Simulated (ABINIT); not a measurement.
# BiOCl (P4/nmm): one start, several treatments of the self-energy

Wanted: the gap of BiOCl (P4/nmm) under several approximations, with cost.

Calculated with ABINIT 10.8.3; PBEsol and many-body steps on it, plane waves.

**Experimental background.**

- Gap 3.44 eV: optical gap from Tauc plot; UV-vis diffuse reflectance; powder (hydrothermal powder) (“Synergistic Piezo-Photocatalysis of BiOCl/NaNbO3 Heterojunction Piezoelectric Composite for High-Efficient Organic Pollutant Degradation”, 2022, pmc:8839476).

- Gap 3.36 eV: optical gap from Kubelka-Munk/Tauc analysis; UV-vis diffuse reflectance; powder (solvothermal hierarchical microspheres made without additive) (“Hydrothermal Crystallization of Bismuth Oxychlorides (BiOCl) Using Different Shape Control Reagents”, 2021, pmc:8123882).

This is a report of a sequence of runs, with most program output left out.

## Step 1: Set-up

Symmetry: P4/nmm, No. 129, tetragonal system. The conventional cell has a = 3.886 Å, b = 3.886 Å, c = 7.349 Å, α = 90.00°, β = 90.00°, γ = 90.00°. Nearest to Bi lie 4 O at 2.31 Å and 4 Cl at 3.06 Å. Cl has 4 Bi at 3.06 Å nearest. Nearest to O lie 4 Bi at 2.31 Å. Farther neighbours and most contacts between anions are not listed.

The cell and positions come from the Crystallography Open Database and are kept as given unless a step says otherwise. Spin-orbit coupling is left out unless a step names it.

## Step 2: Empty states on the mesh, 4×4×2 mesh, 121 bands

This step: ABINIT 10.8.3; DFT, PBEsol, plane waves, norm-conserving pseudopotentials.

The sums over transitions need many empty states on a uniform mesh; this step solves for them.

Input file run.abi:

```
acell 3*1.0 Angstrom
rprim 
  3.885510000000 0.000000000000 0.000000000000
  0.000000000000 3.885510000000 0.000000000000
  0.000000000000 0.000000000000 7.348900000000
ntypat 3
znucl 83 17 8
natom 6
typat 1 1 2 2 3 3
xred 
  0.500000000000 0.000000000000 0.329040000000
  0.000000000000 0.500000000000 0.670960000000
  0.000000000000 0.500000000000 0.147200000000
  0.500000000000 0.000000000000 0.852800000000
  0.000000000000 0.000000000000 0.500000000000
  0.500000000000 0.500000000000 0.500000000000
pp_dirpath "pseudos"
pseudos "Bi.upf, Cl.upf, O.upf"
ecut 36
ngkpt 4 4 2
nshiftk 1
shiftk 0 0 0
kptopt 1
chksymbreak 0
iscf -2
irdden 1
istwfk *1
nband 121
nbdbuf 10
tolwfr 1e-09
nstep 60
prtvol 0
indata_prefix "in"
outdata_prefix "out"
tmpdata_prefix "tmp"
```

Command:

```bash
$ OMP_NUM_THREADS=1 mpirun -n 8 abinit run.abi > log
```

Elapsed: 2.8 min, on 8 MPI ranks of Arm Neoverse N1, shared host; peak memory 0.78 GiB; 23 min of CPU time.

This step gave:

* gap: 2.599 eV
* k of the valence top: 0.5, 0, 0.5
* k of the conduction bottom: 0, 0, 0.5
* least direct gap: 2.900 eV
* k points computed: 12
* lowest point of the top converged band, above the valence top: 41.55 eV

On this mesh the gap is 2.599 eV.

The density comes from a self-consistent run that is not shown.

## Step 3: Screening, 4×4×2 mesh, 111 bands, screening to 122.5 eV

The RPA dielectric matrix is built and inverted for each q.

This step: RPA screening on PBEsol, plane waves, norm-conserving pseudopotentials.

Edit run.abi of step 2 so:

```diff
@@ -24,10 +24,11 @@
 chksymbreak 0
-iscf -2
-irdden 1
 istwfk *1
-nband 121
-nbdbuf 10
-tolwfr 1e-09
-nstep 60
-prtvol 0
+occopt 1
+irdwfk 1
+optdriver 3
+nband 111
+ecuteps 4.5
+inclvkb 2
+awtr 1
+symchi 1
 indata_prefix "in"
```

It took 4.5 min on 8 MPI ranks; peak memory 4.1 GiB; 36 min of CPU time.

Numbers from this step:

- ε∞ with local fields, on this mesh, along the program's q direction: 6.062
- the same without local fields: 6.969
- plasma frequency: 26.38 eV
- plane waves in the screening matrix: 345

Local fields lower ε∞ by 13 %. On a Γ-centred mesh this coarse the value itself is usually too large, while a short band sum pulls it down.

## Step 4: G0W0, Godby-Needs plasmon pole

The self-energy is evaluated for the states that the input lists, and the levels follow from it, in one-shot runs by the linearised quasiparticle equation.

This step: G0W0 on PBEsol, plane waves, norm-conserving pseudopotentials.

Edit run.abi of step 3 so:

```diff
@@ -27,8 +27,19 @@
 irdwfk 1
-optdriver 3
+optdriver 4
 nband 111
+gwcalctyp 0
+ecutsigx 36
+symsigma 1
+nkptgw 3
+kptgw 
+  0.5000000000 0.0000000000 0.5000000000
+  0.0000000000 0.0000000000 0.5000000000
+  0.0000000000 0.0000000000 0.0000000000
+bdgw 
+  27 30
+  27 30
+  27 30
 ecuteps 4.5
-inclvkb 2
-awtr 1
-symchi 1
+irdscr 1
+ppmodel 1
 indata_prefix "in"
```

Wall time 38 s (8 MPI ranks); peak memory 2.6 GiB; 5 min of CPU time.

This step gave:

* G0W0 gap on the points computed: 3.413 eV
* starting gap on the mesh: 2.599 eV
* k of the valence top: 0.5, 0, 0.5
* k of the conduction bottom: 0, 0, 0.5
* Z at the valence top: 0.789
* Z at the conduction bottom: 0.831
* least direct G0W0 gap on the computed points: 3.426 eV

The gap on the mesh goes from 2.60 eV to 3.41 eV, a correction of +0.81 eV.

## Step 5: G0W0, Hybertsen-Louie plasmon pole

Edit run.abi of step 4 so:

```diff
@@ -43,3 +43,3 @@
 irdscr 1
-ppmodel 1
+ppmodel 2
 indata_prefix "in"
```

Run time: 37 s. Hardware: 8 MPI ranks; peak memory 2.5 GiB; 4.9 min of CPU time.

This step gave:

```yaml
g0w0_gap_on_the_points_computed: 3.47 eV
starting_gap_on_the_mesh: 2.599 eV
k_of_the_valence_top: 0.5, 0, 0.5
k_of_the_conduction_bottom: 0, 0, 0.5
z_at_the_valence_top: 0.836
z_at_the_conduction_bottom: 0.865
least_direct_g0w0_gap_on_the_computed_points: 3.538 eV
```

Against G0W0 in ABINIT (4×4×2 mesh, 111 bands, screening to 122.5 eV, Godby-Needs plasmon pole), the gap moves by +0.057 eV.

## Step 6: G0W0, von der Linden-Horsch plasmon pole

Edit run.abi of step 5 so:

```diff
@@ -43,3 +43,3 @@
 irdscr 1
-ppmodel 2
+ppmodel 3
 indata_prefix "in"
```

The job ended after 36 s (8 MPI ranks; peak memory 2.3 GiB).

Numbers from this step:

- G0W0 gap on the points computed: 3.370 eV
- starting gap on the mesh: 2.599 eV
- k of the valence top: 0, 0, 0.5
- k of the conduction bottom: 0, 0, 0.5
- least direct G0W0 gap on the computed points: 3.370 eV

Against G0W0 in ABINIT (4×4×2 mesh, 111 bands, screening to 122.5 eV, Godby-Needs plasmon pole), the gap moves by −0.043 eV.

## Step 7: G0W0, Engel-Farid plasmon pole

Edit run.abi of step 6 so:

```diff
@@ -43,3 +43,3 @@
 irdscr 1
-ppmodel 3
+ppmodel 4
 indata_prefix "in"
```

Elapsed: 30 s, on 8 MPI ranks; peak memory 2.3 GiB.

This step gave:

```yaml
g0w0_gap_on_the_points_computed: 3.417 eV
starting_gap_on_the_mesh: 2.599 eV
k_of_the_valence_top: 0, 0, 0.5
k_of_the_conduction_bottom: 0, 0, 0.5
least_direct_g0w0_gap_on_the_computed_points: 3.417 eV
```

Against G0W0 in ABINIT (4×4×2 mesh, 111 bands, screening to 122.5 eV, Godby-Needs plasmon pole), the gap moves by +0.004 eV.

## Step 8: One-shot Hartree-Fock

This step: one-shot Hartree-Fock on PBEsol, plane waves, norm-conserving pseudopotentials.

Edit run.abi of step 7 so:

```diff
@@ -28,4 +28,4 @@
 optdriver 4
-nband 111
-gwcalctyp 0
+nband 32
+gwcalctyp 5
 ecutsigx 36
@@ -41,5 +41,4 @@
   27 30
-ecuteps 4.5
-irdscr 1
-ppmodel 4
+ixc_sigma 40
+fftgw 31
 indata_prefix "in"
```

Run time: 9.5 s. Hardware: 8 MPI ranks; peak memory 1.7 GiB; 75 s of CPU time.

Numbers from this step:

- quasiparticle gap on the points computed: 9.321 eV
- starting gap on the mesh: 2.599 eV
- k of the valence top: 0.5, 0, 0.5
- k of the conduction bottom: 0, 0, 0.5
- least direct quasiparticle gap on the computed points: 10.01 eV

Against G0W0 in ABINIT (4×4×2 mesh, 111 bands, screening to 122.5 eV, Godby-Needs plasmon pole), the gap moves by +5.908 eV.

## Step 9: Screening, 4×4×2 mesh, 111 bands, screening to 122.5 eV

This step: RPA screening on PBEsol, plane waves, norm-conserving pseudopotentials.

Edit run.abi of step 8 so:

```diff
@@ -27,18 +27,14 @@
 irdwfk 1
-optdriver 4
-nband 32
-gwcalctyp 5
-ecutsigx 36
-symsigma 1
-nkptgw 3
-kptgw 
-  0.5000000000 0.0000000000 0.5000000000
-  0.0000000000 0.0000000000 0.5000000000
-  0.0000000000 0.0000000000 0.0000000000
-bdgw 
-  27 30
-  27 30
-  27 30
-ixc_sigma 40
-fftgw 31
+optdriver 3
+nband 111
+ecuteps 4.5
+inclvkb 2
+awtr 1
+symchi 1
+gwcalctyp 2
+nfreqre 16
+freqremax 40 eV
+nfreqim 8
+spmeth 1
+nomegasf 120
 indata_prefix "in"
```

The job ended after 5.6 min (8 MPI ranks; peak memory 5.2 GiB).

Numbers from this step:

```yaml
eps_infinity_with_local_fields_on_this_mesh_along_the_program_s_q_direction: 6.081
the_same_without_local_fields: 6.991
plasma_frequency: 26.38 eV
plane_waves_in_the_screening_matrix: 345
```

## Step 10: G0W0, contour deformation

This step: G0W0 on PBEsol, plane waves, norm-conserving pseudopotentials.

Edit run.abi of step 9 so:

```diff
@@ -27,14 +27,19 @@
 irdwfk 1
-optdriver 3
+optdriver 4
 nband 111
+gwcalctyp 2
+ecutsigx 36
+symsigma 1
+nkptgw 3
+kptgw 
+  0.5000000000 0.0000000000 0.5000000000
+  0.0000000000 0.0000000000 0.5000000000
+  0.0000000000 0.0000000000 0.0000000000
+bdgw 
+  27 30
+  27 30
+  27 30
 ecuteps 4.5
-inclvkb 2
-awtr 1
-symchi 1
-gwcalctyp 2
-nfreqre 16
-freqremax 40 eV
-nfreqim 8
-spmeth 1
-nomegasf 120
+irdscr 1
+gwmem 01
 indata_prefix "in"
```

Run time: 25 s. Hardware: 8 MPI ranks; peak memory 2.3 GiB.

This step gave:

| Item | Value |
| --- | --- |
| G0W0 gap on the points computed | 3.455 eV |
| starting gap on the mesh | 2.599 eV |
| k of the valence top | 0.5, 0, 0.5 |
| k of the conduction bottom | 0, 0, 0.5 |
| least direct G0W0 gap on the computed points | 3.479 eV |

Against G0W0 in ABINIT (4×4×2 mesh, 111 bands, screening to 122.5 eV, Godby-Needs plasmon pole), the gap moves by +0.042 eV.

## Step 11: Screening, 4×4×2 mesh, 111 bands, screening to 122.5 eV

This step: RPA screening on PBEsol, plane waves, norm-conserving pseudopotentials.

Edit run.abi of step 10 so:

```diff
@@ -27,19 +27,11 @@
 irdwfk 1
-optdriver 4
+optdriver 3
 nband 111
-gwcalctyp 2
-ecutsigx 36
-symsigma 1
-nkptgw 3
-kptgw 
-  0.5000000000 0.0000000000 0.5000000000
-  0.0000000000 0.0000000000 0.5000000000
-  0.0000000000 0.0000000000 0.0000000000
-bdgw 
-  27 30
-  27 30
-  27 30
 ecuteps 4.5
-irdscr 1
-gwmem 01
+inclvkb 2
+awtr 1
+symchi 1
+gwcalctyp 1
+nfreqre 0
+nfreqim 16
 indata_prefix "in"
```

The job ended after 9.3 min (8 MPI ranks; peak memory 4.3 GiB).

This step gave:

```
ε∞ with local fields, on this mesh, along the program's q direction : 6.062
the same without local fields                                       : 6.969
plasma frequency                                                    : 26.38 eV
plane waves in the screening matrix                                 : 345
```

## Step 12: G0W0, analytic continuation

This step: G0W0 on PBEsol, plane waves, norm-conserving pseudopotentials.

Edit run.abi of step 11 so:

```diff
@@ -27,11 +27,20 @@
 irdwfk 1
-optdriver 3
+optdriver 4
 nband 111
+gwcalctyp 1
+ecutsigx 36
+symsigma 1
+nkptgw 3
+kptgw 
+  0.5000000000 0.0000000000 0.5000000000
+  0.0000000000 0.0000000000 0.5000000000
+  0.0000000000 0.0000000000 0.0000000000
+bdgw 
+  27 30
+  27 30
+  27 30
 ecuteps 4.5
-inclvkb 2
-awtr 1
-symchi 1
-gwcalctyp 1
-nfreqre 0
-nfreqim 16
+irdscr 1
+nomegasi 12
+omegasimax 25 eV
 indata_prefix "in"
```

The job ended after 41 s (8 MPI ranks; peak memory 2.9 GiB; 5.5 min of CPU time).

Numbers from this step:

```
G0W0 gap on the points computed              : 3.5 eV
starting gap on the mesh                     : 2.599 eV
k of the valence top                         : 0.5, 0, 0.5
k of the conduction bottom                   : 0, 0, 0.5
least direct G0W0 gap on the computed points : 3.522 eV
```

Against G0W0 in ABINIT (4×4×2 mesh, 111 bands, screening to 122.5 eV, Godby-Needs plasmon pole), the gap moves by +0.087 eV.

## Step 13: The runs together

Times are wall times on 8 MPI ranks of Arm Neoverse N1, shared host, good to a factor of about two. A run's time includes the screening step that it read.

```csv
run,mesh,bands,screening cutoff (eV),DFT gap (eV),gap on the mesh (eV),direct (eV),ε∞ used,time
"G0W0, Godby-Needs plasmon pole",4×4×2,111,122.5,2.599,3.413,3.426,6.06,5.1 min
"G0W0, Hybertsen-Louie plasmon pole",4×4×2,111,122.5,2.599,3.470,3.538,6.06,5.1 min
"G0W0, von der Linden-Horsch plasmon pole",4×4×2,111,122.5,2.599,3.370,3.370,6.06,5.1 min
"G0W0, Engel-Farid plasmon pole",4×4×2,111,122.5,2.599,3.417,3.417,6.06,5 min
one-shot Hartree-Fock,4×4×2,-,-,2.599,9.321,10.011,-,9.5 s
"G0W0, contour deformation",4×4×2,111,122.5,2.599,3.455,3.479,6.08,6 min
"G0W0, analytic continuation",4×4×2,111,122.5,2.599,3.500,3.522,6.06,10 min
```

## Step 14: Outcome

| Item | Value |
| --- | --- |
| G0W0, Godby-Needs plasmon pole | 3.413 eV |
| G0W0, Hybertsen-Louie plasmon pole | 3.470 eV |
| G0W0, von der Linden-Horsch plasmon pole | 3.370 eV |
| G0W0, Engel-Farid plasmon pole | 3.417 eV |
| one-shot Hartree-Fock | 9.321 eV |
| G0W0, contour deformation | 3.455 eV |
| G0W0, analytic continuation | 3.500 eV |
| known limits | not at the basis limit; exchange with frozen shells missing; no spin-orbit coupling; coarse k mesh |

**Reading.** G0W0, Hybertsen-Louie plasmon pole: +0.057 eV against G0W0, Godby-Needs plasmon pole. G0W0, von der Linden-Horsch plasmon pole: −0.043 eV against G0W0, Godby-Needs plasmon pole. G0W0, Engel-Farid plasmon pole: +0.004 eV against G0W0, Godby-Needs plasmon pole. One-shot Hartree-Fock: +5.908 eV against G0W0, Godby-Needs plasmon pole. G0W0, contour deformation: +0.042 eV against G0W0, Godby-Needs plasmon pole. G0W0, analytic continuation: +0.087 eV against G0W0, Godby-Needs plasmon pole. Bare exchange alone opens the gap to 9.32 eV; against G0W0, correlation takes back 5.91 eV. Against experiment, by G0W0, Godby-Needs plasmon pole: the gap of 3.41 eV lies −0.03 eV from the measured 3.44 eV (optical, 2022); the gap of 3.41 eV lies +0.05 eV from the measured 3.36 eV (optical, 2021). An exciton line or allowed optical edge lies below the quasiparticle gap by the binding energy; a forbidden edge can push the onset above it. These are gaps on the mesh, at modest bands and cutoff. The calculation has static nuclei and no excitons; a measured gap holds zero-point and thermal motion, which mostly lowers it. With atoms this heavy the missing spin-orbit coupling can matter too. Bands and cutoff are finite, so the gap is not at the basis limit. The miss can reach some tenths of an eV and take either sign; the mesh is an error of its own. In the G0W0 runs levels were corrected at 3 k points alone, so a gap called «on the mesh» is the least over those, and an edge elsewhere would be missed. The 4×4×2 mesh is coarse for this cell, which bears on the long-range parts of exchange and screening. Where an edge is built on 6p states of lead, bismuth or thallium, scalar-relativistic gaps usually stand too wide, by a few tenths to over one eV. The norm-conserving file of at least one element keeps a d shell over frozen s and p shells of the same row. Exchange with those shells is missing from the self-energy, an error of 0.3 to 0.9 eV in cases checked, whose sign depends on which edge lies on those atoms.

[Paths, hosts, dates, memory and timing lines, banners, echoed tables and standing remarks are left out of the program output.]

[Logs are printed without paths, hosts, clocks, repeated set-up lines and the standing remarks that a program may print on its own settings, such as how far it seeks lower states.]

[Runs of the session that timed out or met a known fault of the program may be left out.]

[Hosts, paths, dates, database ids (printed as entryN), source tags and the programs' standing remarks are cut or masked in the printed files.]

[G0W0 gaps are taken among the corrected bands and points alone; a level outside them can change the order at an edge.]

[Where Ansatz stands beside ABINIT at settings called matched, ABINIT's density can come from a denser mesh and the files from another edition; pairs whose starting gaps differed by over 0.03 eV were left out, so agreement reads better than it is.]
